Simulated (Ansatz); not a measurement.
# Ca on Nb(110): change of the work function, part 4 of 6

Wanted: Δφ(θ) for Ca/Nb(110), starting from the hollow site.

Ansatz 0.2.0; plane-wave DFT, PBEsol, Ansatz PAW (the session's first sound run).

So far, work function, upper face (eV): step 2 (the clean slab) 4.56; step 3 (adsorbate added, coverage 0.25 ML) 2.11; step 4 (the covered slab, coverage 0.5 ML) 2.96; step 6 (the covered slab, atoms frozen) 2.11.

**7. The substrate alone**

System of this step: Ca/Nb(110), substrate alone, atoms held. The cell holds 16 atoms: 16 Nb. Its edges and angles: a = 5.716 Å, b = 5.716 Å, c = 28.019 Å, α = 90.0°, β = 90.0°, γ = 70.5°. Vacuum lies along c.

The second part, atoms unmoved.

The input, input.yaml:

```yaml
crystal:
  lattice:
    - [4.6669047558, -3.3, 0.0]
    - [4.6669047558, 3.3, 0.0]
    - [0.0, 0.0, 28.0186516586]
  atoms:
    - { symbol: Nb, position: [0.0, 0.0, 0.3212146005] }
    - { symbol: Nb, position: [0.25, 0.25, 0.4044967087] }
    - { symbol: Nb, position: [1.28435e-05, 1.28435e-05, 0.4859209625] }
    - { symbol: Nb, position: [0.2516527653, 0.2516527653, 0.5673039989] }
    - { symbol: Nb, position: [0.0, 0.5, 0.3212146005] }
    - { symbol: Nb, position: [0.25, 0.75, 0.4044967087] }
    - { symbol: Nb, position: [3.42559e-05, 0.4999925172, 0.4866875324] }
    - { symbol: Nb, position: [0.2490652552, 0.7509412472, 0.5641441215] }
    - { symbol: Nb, position: [0.5, 0.0, 0.3212146005] }
    - { symbol: Nb, position: [0.75, 0.25, 0.4044967087] }
    - { symbol: Nb, position: [0.4999925172, 3.42559e-05, 0.4866875324] }
    - { symbol: Nb, position: [0.7509412472, 0.2490652552, 0.5641441215] }
    - { symbol: Nb, position: [0.5, 0.5, 0.3212146005] }
    - { symbol: Nb, position: [0.75, 0.75, 0.4044967087] }
    - { symbol: Nb, position: [0.5000049477, 0.5000049477, 0.4862910912] }
    - { symbol: Nb, position: [0.7483663125, 0.7483663125, 0.5672984369] }
kpoints:
  mp_grid: { grid: [6, 6, 1] }
hamiltonian:
  xc: pbesol
scf:
  occupations: { method: fermi_dirac, width: 0.1 }
  convergence: { dr2_threshold: 1.0e-08 }
efield:
  axis: 3
  dipole_correction: true
  ramp_position: 0.97
  ramp_width: 0.06
output:
  write_potential: true
  write_density: true
  volumetric_format: npy
```

The run is started by

```console
ansatz run input.yaml --threads 4 --pin off --max-ram 6144MiB --backend cpu --events-out ev --progress --plain --runs-dir out
```

Log:

```text
[...]
Crystal: 16 atoms, lattice volume = 863.018 Å³
Basis set: ecut = 420 eV, 16853 PW (Γ)
Bands: 125, of which v1, the nominal top of the filled ones, is band 104 counted from 1 (103 counted from 0)
Symmetry: 2 space group operations
[...]
k-points: 13 of 36 (time reversal used)
[...]
SCF iter   1: F=—  HF=-71918.909382 eV  |F-HF|=—  |Δ(HF+E_count)|=         —  Δρ=9.65e-3  dr2=1.37e1  ethr=1.77e-3  p=0.009 e·Å  D=1.80e-3 V/Å  ΔV_dip=-0.05 eV  dr2_dipole=1.91e-2  V_vac-E_F(+/−)=4.95/5.00 eV  ⟨swp⟩=10.0  Hψ=7899  notcnv=0
[...]
SCF iter   9: F=-71918.449478 eV  HF=-71918.449478 eV  |F-HF|=1.12e-9  |Δ(HF+E_count)|=   1.98e-8  Δρ=3.30e-7  dr2=1.05e-9  ethr=4.81e-12  p=0.010 e·Å  D=2.13e-3 V/Å  ΔV_dip=-0.06 eV  dr2_dipole=2.68e-12  V_vac-E_F(+/−)=4.57/4.63 eV  ⟨swp⟩=2.9  Hψ=3105  notcnv=0
the search or the solves at the SCF's close seem to have found levels that the self-consistency loop had missed (the run counts 1). By its estimate they hold under 1e-12 electrons; where the run keeps them, the occupations were computed again with them
SCF 1 converged in 9 iterations: F = -71918.449478 eV  dr2 = 1.05e-9
[...]
SCF converged after 9 iterations
Free energy (F): -71918.449478 eV
[...]
Internal energy: -71917.769511 eV  (E = F + TS)
E sigma→0 (E₀):  -71918.109495 eV
Entropy (-TS):   -0.679967 eV (-42.498 meV/atom)
Fermi energy:    2.978679 eV
Dipole field:    D = 0.002126 V/Å  (p = 0.010138 e·Å, saw-weighted, corrected)
Work function:   Φ+ = 4.5737 eV   Φ− = 4.6332 eV
[...]
--- Band table (eV; the first three rows and the last of 13) ---
  k-point 0: bands = [... 100 lower, 3.1574, 3.1630, 3.1692, 3.2377, 3.4861, 3.6319, 4.5731, 4.6695, ... 17 higher]
  k-point 1: bands = [... 100 lower, 2.8986, 3.0380, 3.0932, 3.2708, 3.3816, 3.6134, 3.9325, 4.1627, ... 17 higher]
  k-point 2: bands = [... 100 lower, 2.6578, 2.7311, 2.7487, 2.8585, 2.9518, 3.2765, 3.3107, 3.3596, ... 17 higher]
  k-point 12: bands = [... 100 lower, 2.8646, 3.0112, 3.0766, 3.0870, 3.0970, 3.1230, 3.1429, 3.1435, ... 17 higher]
```

It took 36 s on 4 threads of Intel Xeon Platinum 8375C at 2.90GHz (Ice Lake), shared host; peak memory 2.9 GiB.

Read from the output:

```
energy at zero smearing        : -71918.1095 eV
work function, upper face      : 4.574 eV
work function, lower face      : 4.633 eV
dipole along the normal        : 0.01014 e·Å
step between the vacuum levels : -0.05956 eV
```

The work function of the upper face is 4.57 eV.

**8. The adsorbate layer alone**

System of this step: Ca/Nb(110), adsorbate layer alone, atoms held. The cell holds 1 atom: 1 Ca. Its edges and angles: a = 5.716 Å, b = 5.716 Å, c = 28.019 Å, α = 90.0°, β = 90.0°, γ = 70.5°. Vacuum lies along c.

The third part; a free layer of atoms may carry a moment, so spin is on.

input.yaml, the sections that differ from step 7:

```yaml
crystal:
  lattice:
    - [4.6669047558, -3.3, 0.0]
    - [4.6669047558, 3.3, 0.0]
    - [0.0, 0.0, 28.0186516586]
  atoms:
    - { symbol: Ca, position: [0.5002740837, 0.5002740837, 0.6573463951], spin: 1.0 }
magnetization:
  spin_polarized: true
# kpoints, hamiltonian, scf, efield, output: as in step 7
```

Log:

```text
[...]
Crystal: 1 atoms, lattice volume = 863.018 Å³
Basis set: ecut = 420 eV, 16853 PW (Γ)
Bands: 10, of which v1, the nominal top of the filled ones, is band 5 counted from 1 (4 counted from 0)
Symmetry: 4 space group operations
k-points: 13 of 36
[...]
Starting moments: Σ|m| = 1 μB on 1 of 1 site
[...]
SCF iter   1: F=—  HF=-1791.628197 eV  |F-HF|=—  |Δ(HF+E_count)|=         —  Δρ=8.07e-3 (↑8.07e-3 ↓7.66e-3)  dr2=2.03e-2  dr2_m=4.88e-1  M=0.019 μB ∫|m|=0.039 μB  β_m=0.30  ethr=2.02e-4  p=0.000 e·Å  D=9.18e-9 V/Å  ΔV_dip=-0.00 eV  dr2_dipole=7.32e-11  V_vac-E_F(+/−)=2.97/2.97 eV  ⟨swp⟩=1.9  Hψ=4017  notcnv=0
[...]
spin=Collinear: Resta preconditioning applied to the charge; magnetization (m = ρ↑ − ρ↓) channel mixes plain (no charge-response kernel on spin).
SCF iter   2: F=—  HF=-1791.728146 eV  |F-HF|=—  |Δ(HF+E_count)|=   9.99e-2  Δρ=5.70e-3 (↑5.70e-3 ↓5.46e-3)  dr2=1.13e-2  dr2_m=2.46e-1  M=0.012 μB ∫|m|=0.030 μB  β_m=0.30  ethr=2.02e-4  p=0.000 e·Å  D=1.03e-6 V/Å  ΔV_dip=-0.00 eV  dr2_dipole=8.58e-12  V_vac-E_F(+/−)=2.97/2.97 eV  ⟨swp⟩=2.0  Hψ=381  notcnv=0  κ⁻¹=1.0e0(r=1)
[...]
SCF iter   7: F=—  HF=-1791.825920 eV  |F-HF|=—  |Δ(HF+E_count)|=   3.11e-3  Δρ=1.01e-3 (↑1.00e-3 ↓1.01e-3)  dr2=1.93e-6  dr2_m=8.03e-3  M=0.002 μB ∫|m|=0.008 μB  β_m=0.31  ethr=1.75e-8  p=-0.000 e·Å  D=-2.10e-7 V/Å  ΔV_dip=0.00 eV  dr2_dipole=3.72e-13  V_vac-E_F(+/−)=2.96/2.96 eV  ⟨swp⟩=3.8  Hψ=710  notcnv=0
[...]
spin-set hold released at iteration 7 (site moments contracting): the magnetisation degrees of freedom join the quasi-Newton model from the next iteration; the mixer history was flushed
SCF iter   8: F=—  HF=-1791.827505 eV  |F-HF|=—  |Δ(HF+E_count)|=   1.59e-3  Δρ=7.13e-4 (↑7.10e-4 ↓7.13e-4)  dr2=9.76e-7  dr2_m=4.00e-3  M=0.002 μB ∫|m|=0.006 μB  β_m=0.31  ethr=1.75e-8  p=-0.000 e·Å  D=-2.69e-7 V/Å  ΔV_dip=0.00 eV  dr2_dipole=1.44e-14  V_vac-E_F(+/−)=2.96/2.96 eV  ⟨swp⟩=3.0  Hψ=612  notcnv=0  κ⁻¹=1.0e0(r=1)
density mixer auto → broyden: gapped, with many states about μ (density of states about μ 1.20 of a free-electron gas's, 30 screened modes)
SCF iter   9: F=—  HF=-1791.829067 eV  |F-HF|=—  |Δ(HF+E_count)|=   1.56e-3  Δρ=1.05e-5 (↑1.05e-5 ↓1.01e-5)  dr2=5.94e-8  dr2_m=8.26e-7  M=-0.000 μB ∫|m|=0.002 μB  β_m=0.30  ethr=9.76e-9  p=-0.000 e·Å  D=-3.00e-7 V/Å  ΔV_dip=0.00 eV  dr2_dipole=4.65e-14  V_vac-E_F(+/−)=2.96/2.96 eV  ⟨swp⟩=4.1  Hψ=776  notcnv=0  κ⁻¹=5.3e-6(r=2)
[...]
SCF iter  15: F=-1791.829071 eV  HF=-1791.829071 eV  |F-HF|=3.14e-11  |Δ(HF+E_count)|=  3.39e-10  Δρ=1.50e-8 (↑1.39e-8 ↓1.50e-8)  dr2=2.81e-12  dr2_m=1.37e-12  M=-0.000 μB ∫|m|=0.000 μB  ethr=1.00e-12  p=-0.000 e·Å  D=-2.97e-7 V/Å  ΔV_dip=0.00 eV  dr2_dipole=2.28e-15  V_vac-E_F(+/−)=2.96/2.96 eV  ⟨swp⟩=2.9  Hψ=517  notcnv=0
SCF 1 converged in 15 iterations: F = -1791.829071 eV  dr2 = 2.81e-12
[...]
WARN: the starting moments were not kept: the SCF closed with an absolute magnetisation of 5.3e-6 μB, where they sum to 1 μB in size (1 site). That is at most 0.1 of that sum. Measured as dr2_m measures the in/out step, that magnetisation stands 1.4e-12 eV from none, at or under the dr2_threshold of 1.0e-8 eV: it is no larger than a step whose dr2_m would equal this threshold. The system may hold no moment; this SCF  [...]
[...]
this state was not tested for a lower state beside it, because the mixer in use, unlike msr1, does not test its closes by its own steps (another_mixer; see scf.mixing.algorithm and scf.lower_state_search)
SCF converged after 15 iterations
Magnetization: -0.0000 μB (5.0000 up, 5.0000 down)
Absolute magnetization: 0.0000 μB (∫|ρ↑−ρ↓|, with the PAW one-centre terms)
[...]
Per-site moments (μB) at R_I (Å): [(4.385149e-7, 2.357754)]
Free energy (F): -1791.829071 eV
[...]
Internal energy: -1791.820639 eV  (E = F + TS)
E sigma→0 (E₀):  -1791.824855 eV
Entropy (-TS):   -0.008432 eV (-8.432 meV/atom)
Fermi energy:    -2.476988 eV
Dipole field:    D = -0.000000 V/Å  (p = -0.000001 e·Å, saw-weighted, corrected)
Work function:   Φ+ = 2.9613 eV   Φ− = 2.9613 eV
[...]
--- Band table (eV; the first three rows and the last of 26) ---
[...]
```

Run time: 9.6 s. Hardware: 4 threads; peak memory 1.1 GiB; 36 s of CPU time.

Numbers from this step:

```
energy at zero smearing : -1791.8249 eV
dipole along the normal : -1.27e-6 e·Å
```

At this spacing and smearing the free layer keeps no moment.

**9. Where the charge went**

This step: plane-wave DFT, PBEsol, Ansatz PAW; density difference on adsorption (Ansatz 0.2.0).

The densities of the parts are taken from that of the whole and averaged over planes; the first moment of what is left gives the step in the potential.

This step gave:

| Quantity | Value |
| --- | --- |
| largest charge moved | 0.007996 e/Å² |
| potential step from the moved charge | -2.463 eV |

The electron density difference oscillates, so the rows of the table below give means over 1 Å (shorter at the two ends). Its distinct maxima (Å: e/Å³): 13.7: 8.4e-4, 15.8: 1.5e-4, 17.2: 0.0132. Distinct minima: 15.3: -0.00253, 16.2: -0.00584, 19.7: -0.00557.

Planar mean, whole system less its parts. Table of electron density difference by z; means over each step:

| z (Å) | electron density difference (e/Å³) |
| --- | --- |
| 5 | 8.5e-7 |
| 6 | 2.6e-6 |
| 7 | -1.4e-5 |
| 8 | -3.9e-5 |
| 9 | 9.3e-5 |
| 10 | -6.3e-5 |
| 11 | 9.9e-5 |
| 12 | -1.9e-4 |
| 13 | 2.2e-4 |
| 14 | 3.5e-5 |
| 15 | -0.00198 |
| 16 | -0.00261 |
| 17 | 0.00909 |
| 18 | 0.00314 |
| 19 | -0.00228 |
| 20 | -0.00438 |
| 21 | -0.00107 |
| 22 | -8.6e-5 |
| 23 | 1.1e-5 |
| 24 | 6.4e-6 |
| 25 | 1.8e-6 |
| 26 | 4.3e-7 |

Planar mean, whole system less its parts. The electrons moved below z by z:

| z (Å) | electrons moved below z (e/Å²) |
| --- | --- |
| 5 | 4.8e-7 |
| 6 | 2.4e-6 |
| 7 | 1.6e-6 |
| 8 | -4.2e-5 |
| 9 | 7.5e-5 |
| 10 | -1.1e-4 |
| 11 | 4.6e-5 |
| 12 | -1.2e-4 |
| 13 | 1.8e-4 |
| 14 | 4.1e-4 |
| 15 | -8.4e-4 |
| 16 | -0.00244 |
| 17 | -6.6e-4 |
| 18 | 0.00791 |
| 19 | 0.00714 |
| 20 | 0.00254 |
| 21 | 2.8e-4 |
| 22 | -1.3e-5 |
| 23 | -1.4e-5 |
| 24 | -4.0e-6 |
| 25 | -7.5e-7 |

[end of part 4 of 6]

[Long decimals in the printed logs are rounded to 6 places.]

[Logs are printed without paths, hosts, clocks, repeated set-up lines and the standing remarks that a program may print on its own settings, such as how far it seeks lower states.]

[Hosts, paths, dates, database ids (printed as entryN), source tags and the programs' standing remarks are cut or masked in the printed files.]

[Maps of the electrostatic potential energy from Ansatz leave out the sawtooth potential of an applied field or a dipole correction, so their vacuum need not be flat; planar profiles and work functions include it.]
